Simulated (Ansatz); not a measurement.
## ESR parameters of Fe2O3 (Hematite)

What g values does Fe2O3 (Hematite) have, along which axes, and how far do they hang on the level of theory?

Method: DFT, PBE+U, plane-wave PAW, PAW set soft_2, collinear spin, scalar-relativistic, in Ansatz 0.2.0.

### 1. The structure

It takes space group R-3c (No. 167, trigonal). The conventional cell has a = 5.038 Å, b = 5.038 Å, c = 13.772 Å, α = 90.00°, β = 90.00°, γ = 120.00°. Nearest to Fe lie 6 O at 1.95 to 2.12 Å. Nearest to O lie 4 Fe at 1.95 to 2.12 Å. Farther neighbours and most contacts between anions are not listed.

The structure is an entry of the Crystallography Open Database.

The 4 Fe moments of the cell that is run start parallel. In a paramagnet exchange averages the ions' tensors into one line, which the cell's tensor stands for; it tells nothing where the spins pair up instead.

### 2. Parallel moments first

Parallel moments are the state that a strong field would give, and the simplest one in which the ions' g tensors add up.

input.yaml reads:

```yaml
crystal:
  lattice:
    - [2.519, 1.4543453281, 4.5906666667]
    - [-2.519, 1.4543453281, 4.5906666667]
    - [0.0, -2.9086906562, 4.5906666667]
  atoms:
    - { symbol: Fe, position: [0.3553, 0.3553, 0.3553], spin: 5.0 }
    - { symbol: Fe, position: [0.1447, 0.1447, 0.1447], spin: 5.0 }
    - { symbol: Fe, position: [0.6447, 0.6447, 0.6447], spin: 5.0 }
    - { symbol: Fe, position: [0.8553, 0.8553, 0.8553], spin: 5.0 }
    - { symbol: O, position: [0.5559, 0.25, 0.9441] }
    - { symbol: O, position: [0.25, 0.9441, 0.5559] }
    - { symbol: O, position: [0.9441, 0.5559, 0.25] }
    - { symbol: O, position: [0.4441, 0.75, 0.0559] }
    - { symbol: O, position: [0.75, 0.0559, 0.4441] }
    - { symbol: O, position: [0.0559, 0.4441, 0.75] }
magnetization:
  spin_polarized: true
kpoints:
  mp_grid: { grid: [4, 4, 4] }
scf:
  lower_state_search: "off"
  occupations: { method: fermi_dirac, width: 0.01 }
hamiltonian:
  xc: pbe
  hubbard: [{ species: Fe, l: d, u_eff: 4 }]
output:
  efg: { contact_densities: true, quadrupole_moments_barn: { O: -0.02558 } }
  forces: true
  eigenstates:
    nscf_kmesh: { grid: [4, 4, 4] }
    top_band: c44
    magnetocrystalline_anisotropy:
      directions:
# [... lines on directions and stored grids left out ...]
```

Launch:

```sh
ansatz run input.yaml --threads 2 --pin off --max-ram 5120MiB --backend cpu --events-out ev --progress --plain --runs-dir out
```

Numbers of over 12 decimals in the logs are rounded to 6 here.

Log:

```text
[...]
Engine: ansatz 0.2.0, aarch64-unknown-linux-gnu
Pseudopotentials: kind: paw
Pseudopotential: Fe, paw, valence charge 16, recommended cutoff 420 eV (normal), Fe.paw.azcp
Pseudopotential: O, paw, valence charge 6, recommended cutoff 420 eV (normal), O.paw.azcp
Functional definition: PBE
  parameter kappa = 0.804
  parameter beta = 0.066725
  exchange = pbe_x(kappa = kappa, mu = beta*pi^2/3)
  correlation = pbe_c(beta = beta)
Crystal: 10 atoms, lattice volume = 100.907 Å³
Basis set: ecut = 420 eV, 1947 PW (Γ), exchange–correlation on 80×80×80 points (8 copies of the dense FFT grid, shifted against one another)
Bands: 72, of which v1, the nominal top of the filled ones, is band 50 counted from 1 (49 counted from 0)
Symmetry: 12 space group operations
Space group: R-3c (ITA 167), of the structure as read, at distance tolerance 4.7e-5 Å
[...]
atom   9  O      0.09482090    -0.16423462     0.00000000
  atom  10  O     -0.18964180     0.00000000     0.00000000
  max |Σ_I F_I| component: 5.55e-17 eV/Å
--- PAW observables at the nuclei: V_zz in 10²¹ V/m², potentials from the cell's mean, atoms counted from 1 ---
[...]
atom   3  Fe V_zz =    +1.960079   η = 0.0000   by run symmetry: allowed
            electrostatic potential = -3203.558169 V   contact ρ = 100571.520693 e/Å³   contact ρ_s (e/Å³): all electrons -3.150412, valence +7.206279
  atom   4  Fe V_zz =    +1.960079   η = 0.0000   by run symmetry: allowed
            electrostatic potential = -3203.558169 V   contact ρ = 100571.520693 e/Å³   contact ρ_s (e/Å³): all electrons -3.150412, valence +7.206279
[...]
--- Band table (eV; the first three rows and the last of 26) ---
[...]
Occupation matrices written to <dir>
Error: eigenstates: no magnetocrystalline anisotropy is made: a magnetisation across the run's, or on a Hubbard shell a current within its spins, of those that the spin–orbit coupling raises, lowers the energy: the state is no minimum against it. The table stands
[key lines of the parts left out:]
SCF converged after 16 iterations
Magnetization: 20.0000 μB (60.0000 up, 40.0000 down)
Free energy (F): -21316.145027 eV
Fermi energy:    11.795915 eV
```

Elapsed: 99 s, on 2 threads of Arm Neoverse V2, shared host; peak memory 0.58 GiB.

The cell carries 20.00 μB, but the spin-orbit pass declined: the parallel state is no minimum against a turn of the moments, as in an antiferromagnet. The run is repeated with a compensated pattern of the same cell; there g counts the ions' own orbital moments, each along its spin, and leaves out the ligands' share.

### 3. Spin density and spin-orbit coupling

One collinear run gives the spin density, also at the nuclei; a second pass then couples the two spin channels by spin-orbit coupling for several directions of the moment, which gives orbital moments and direction energies. U = 4 eV on Fe is meant to offset the tendency of semilocal functionals to spread the spin.

Edit input.yaml of step 2 so:

```diff
@@ -7,5 +7,5 @@
     - { symbol: Fe, position: [0.3553, 0.3553, 0.3553], spin: 5.0 }
-    - { symbol: Fe, position: [0.1447, 0.1447, 0.1447], spin: 5.0 }
+    - { symbol: Fe, position: [0.1447, 0.1447, 0.1447], spin: -5.0 }
     - { symbol: Fe, position: [0.6447, 0.6447, 0.6447], spin: 5.0 }
-    - { symbol: Fe, position: [0.8553, 0.8553, 0.8553], spin: 5.0 }
+    - { symbol: Fe, position: [0.8553, 0.8553, 0.8553], spin: -5.0 }
     - { symbol: O, position: [0.5559, 0.25, 0.9441] }
```

Log:

```text
[...]
Crystal: 10 atoms, lattice volume = 100.907 Å³
Basis set: ecut = 420 eV, 1947 PW (Γ), exchange–correlation on 80×80×80 points (8 copies of the dense FFT grid, shifted against one another)
Bands: 72, of which v1, the nominal top of the filled ones, is band 50 counted from 1 (49 counted from 0)
Symmetry: 6 space group operations
[...]
k-points: 14 of 64
[...]
Starting moments: Σ|m| = 20 μB on 4 of 10 sites
Starting magnetic order: altermagnet, g-wave, bulk spin-momentum locking; spin-degenerate planes through Γ normal to [0 1 -1], [1 -1 0], [1 0 -1] of the run's lattice
[...]
SCF iter   1: F=—  HF=-21315.379785 eV  |F-HF|=—  |Δ(HF+E_count)|=         —  Δρ=5.21e-2 (↑5.21e-2 ↓5.21e-2)  dr2=3.81e0  dr2_m=1.25e0  M=0.000 μB ∫|m|=16.538 μB  β_m=0.30  ethr=3.10e-3  ⟨swp⟩=5.2  Hψ=6895  notcnv=0
[...]
SCF iter  15: F=-21317.499039 eV  HF=-21317.499039 eV  |F-HF|=1.49e-10  |Δ(HF+E_count)|=   1.04e-8  Δρ=3.06e-6 (↑3.06e-6 ↓3.00e-6)  dr2=2.94e-8  dr2_m=1.76e-9  M=0.000 μB ∫|m|=17.028 μB  ethr=1.00e-10  ⟨swp⟩=9.7  Hψ=9287  notcnv=0
SCF 1 converged in 15 iterations: F = -21317.499039 eV  dr2 = 2.94e-8
[...]
NSCF: frozen V_eff on 14 k-points
Magnetocrystalline anisotropy: 0 of 14 k-points coupled
Magnetocrystalline anisotropy: 14 of 14 k-points coupled
SCF converged after 15 iterations
Magnetization: 0.0000 μB (50.0000 up, 50.0000 down)
Absolute magnetization: 17.0434 μB (∫|ρ↑−ρ↓|, with the PAW one-centre terms)
[...]
Per-site moments (μB) at R_I (Å): [(3.778697, 0.802588), (-3.778697, 0.802588), (3.778697, 0.802588), (-3.778697, 0.802588), (-1.0225626368483769e-7, 0.802588), (-1.02256263436505e-7, 0.802588), (-1.0225626434230445e-7, 0.802588), (-1.0225626324931537e-7, 0.802588), (-1.022562630842114e-7, 0.802588), (-1.0225626416400148e-7, 0.802588)]
Free energy (F): -21317.499039 eV
[...]
Internal energy: -21317.499039 eV  (E = F + TS)
E sigma→0 (E₀):  -21317.499039 eV
Fermi energy:    11.759521 eV
[...]
--- Forces (eV/Å), atoms counted from 1 ---
  atom   1  Fe    -0.00000000    -0.00000000    -0.00477840
  atom   2  Fe     0.00000000     0.00000000     0.00477835
  atom   3  Fe     0.00000000     0.00000000     0.00477840
  atom   4  Fe    -0.00000000    -0.00000000    -0.00477835
  atom   5  O     -0.01309966    -0.02268956     0.00000006
  atom   6  O     -0.01309990     0.02268942     0.00000006
  atom   7  O      0.02619957     0.00000014     0.00000006
  atom   8  O      0.01309966     0.02268956    -0.00000006
  atom   9  O      0.01309990    -0.02268942    -0.00000006
  atom  10  O     -0.02619957    -0.00000014    -0.00000006
  max |Σ_I F_I| component: 6.94e-18 eV/Å
[...]
atom   1  Fe V_zz =    +2.369266   η = 0.0000   by run symmetry: allowed
[...]
atom   2  Fe V_zz =    +2.369267   η = 0.0000   by run symmetry: allowed
[...]
atom   3  Fe V_zz =    +2.369266   η = 0.0000   by run symmetry: allowed
[...]
atom   4  Fe V_zz =    +2.369267   η = 0.0000   by run symmetry: allowed
[...]
atom   9  O  V_zz =    -4.103922   η = 0.5734   by run symmetry: allowed   C_q = +2.5384 MHz
[...]
atom  10  O  V_zz =    -4.103922   η = 0.5734   by run symmetry: allowed   C_q = +2.5384 MHz
[...]
--- Band table (eV; the first three rows and the last of 28) ---
[...]
Occupation matrices written to <dir>
```

The job ended after 99 s (2 threads; peak memory 0.58 GiB; 3.3 min of CPU time).

The moments cancel in the cell; S = 5/2 on each ion. Fe (atom 1) has 6 O at 1.95 to 2.12 Å round it and 3.78 μB in its sphere.

The spin-orbit pass by direction; the orbital moments are those of the ions, each taken along its own spin and added:

| direction | energy (meV) | orbital moment (μB) | on atom 1 (μB) |
| --- | --- | --- | --- |
| [1 0 0] | 0.0000 | 0.0777 | 0.0194 |
| [0 1 0] | 0.0000 | 0.0777 | 0.0194 |
| [0 0 1] | -0.3538 | 0.0829 | 0.0207 |
| [1 1 0] | 0.0000 | 0.0777 | 0.0194 |
| [1 0 1] | -0.1749 | 0.0803 | 0.0201 |
| [0 1 1] | -0.1747 | 0.0803 | 0.0201 |
| [1 1 1] | -0.1163 | 0.0795 | 0.0199 |

With g(n) = 2.0023 + L(n)/S, L and S summed over the cell's ions (S = 10), fitted to a symmetric tensor and averaged over the point group, the principal values are:

| g | axis x | axis y | axis z |
| --- | --- | --- | --- |
| 2.0101 | 1.00 | 0.00 | 0.00 |
| 2.0101 | 0.00 | 1.00 | 0.00 |
| 2.0106 | 0.00 | 0.00 | 1.00 |

The direction energies per ion, fitted to a tensor and divided by S(S − 1/2), give D = -0.143 cm⁻¹ (-4.28 GHz).

Contact couplings, A_iso = (4μ₀/3h) μB g_N μN ρ_s(0)/2S, with the ion's S:

| atom | nucleus | atoms with this value | A_iso (MHz) |
| --- | --- | --- | --- |
| 1 | ⁵⁷Fe | 4 | -19.1 |

The ion's own value rests on core polarisation and comes out too small in this program at this level.

### 4. Levels and settings side by side

No level is known beforehand to be right for these quantities, so the functional, U and numerical settings are varied. All functionals run on PAW datasets made for PBE.

Times are on 2 threads of Arm Neoverse V2, shared host.

| run | mesh | time | moment (μB) | g₁ | g₂ | g₃ | D (MHz) | A_iso ⁵⁷Fe (MHz) |
| --- | --- | --- | --- | --- | --- | --- | --- | --- |
| PBE+U Fe 4 eV | 4×4×4 | 99 s | 5.00 | - | - | - | - | -13.5 |
| PBE+U Fe 4 eV, antiparallel | 4×4×4 | 99 s | 3.78 (sphere) | 2.0101 | 2.0101 | 2.0106 | -4277 | -19.1 |
| PBE, antiparallel | 4×4×4 | 98 s | 3.35 (sphere) | 2.0118 | 2.0119 | 2.0119 | -10106 | -17.3 |
| LDA, antiparallel | 4×4×4 | 36 s | 3.17 (sphere) | 2.0127 | 2.0133 | 2.0133 | -10759 | -15.7 |
| PBE+U Fe 2 eV, antiparallel | 4×4×4 | 98 s | 3.64 (sphere) | 2.0108 | 2.0108 | 2.0112 | -7119 | -18.7 |
| PBE+U Fe 4 eV, finer mesh, antiparallel | 6×6×6 | 2.2 min | 3.78 (sphere) | 2.0101 | 2.0101 | 2.0106 | -4268 | -19.1 |

### 5. Outcome

```json
{
  "spin": "S = 5/2 on Fe (as for Fe³⁺ high-spin d⁵), 6 O at 1.95 to 2.12 Å",
  "g": "⊥ 2.0101, ∥ 2.0106",
  "D": "-0.143 cm⁻¹ (-4.28 GHz)",
  "A_iso on Fe, atom 1": "-19.1 MHz (⁵⁷Fe)"
}
```

**Reading.** As a paramagnet of local spins, Fe2O3 (Hematite) has S = 5/2 on each ion and g = ⊥ 2.0101, ∥ 2.0106, with D = -0.143 cm⁻¹ (-4.28 GHz) (PBE+U Fe 4 eV); the run puts the contact coupling on Fe at -19 MHz. The shift from the free-electron value is small, as for a half-filled shell without orbital momentum. D < 0: the spin prefers the main axis. The mean g shift is +0.010 at U = 0 eV, +0.009 at U = 2 eV and +0.008 at U = 4 eV. The run with finer mesh moves g by less than 0.0001. Over the Ansatz levels the principal g values move by up to 0.0032. Over the levels whose D holds up it spans -0.359 cm⁻¹ (-10.8 GHz) to -0.143 cm⁻¹ (-4.28 GHz). The ion's coupling is -14 MHz with parallel and -19 MHz with antiparallel moments. The difference is the field sent by the neighbours, and the disordered paramagnet lies between. Orbital moments are counted in the atomic spheres alone. The contact coupling of a d ion comes from core polarisation, which the Ansatz runs underestimate, at times by more than half, by the functional and perhaps by the program's treatment of the core; the orbital part of the hyperfine coupling isn't included. In a concentrated magnet the direction energies also hold anisotropic exchange, and the dipolar anisotropy, which can be as large as this, is left out, so the crystal's easy axis can differ.

[Logs are printed without paths, hosts, clocks, repeated set-up lines and the standing remarks that a program may print on its own settings, such as how far it seeks lower states.]

[Hosts, paths, dates, database ids (printed as entryN), source tags and the programs' standing remarks are cut or masked in the printed files.]

[A later check with an all-electron program, on Mn²⁺ in one crystal, gave about the same coupling, so for Mn the shortfall against experiment is probably not the program's treatment of the core; other ions were not checked so.]
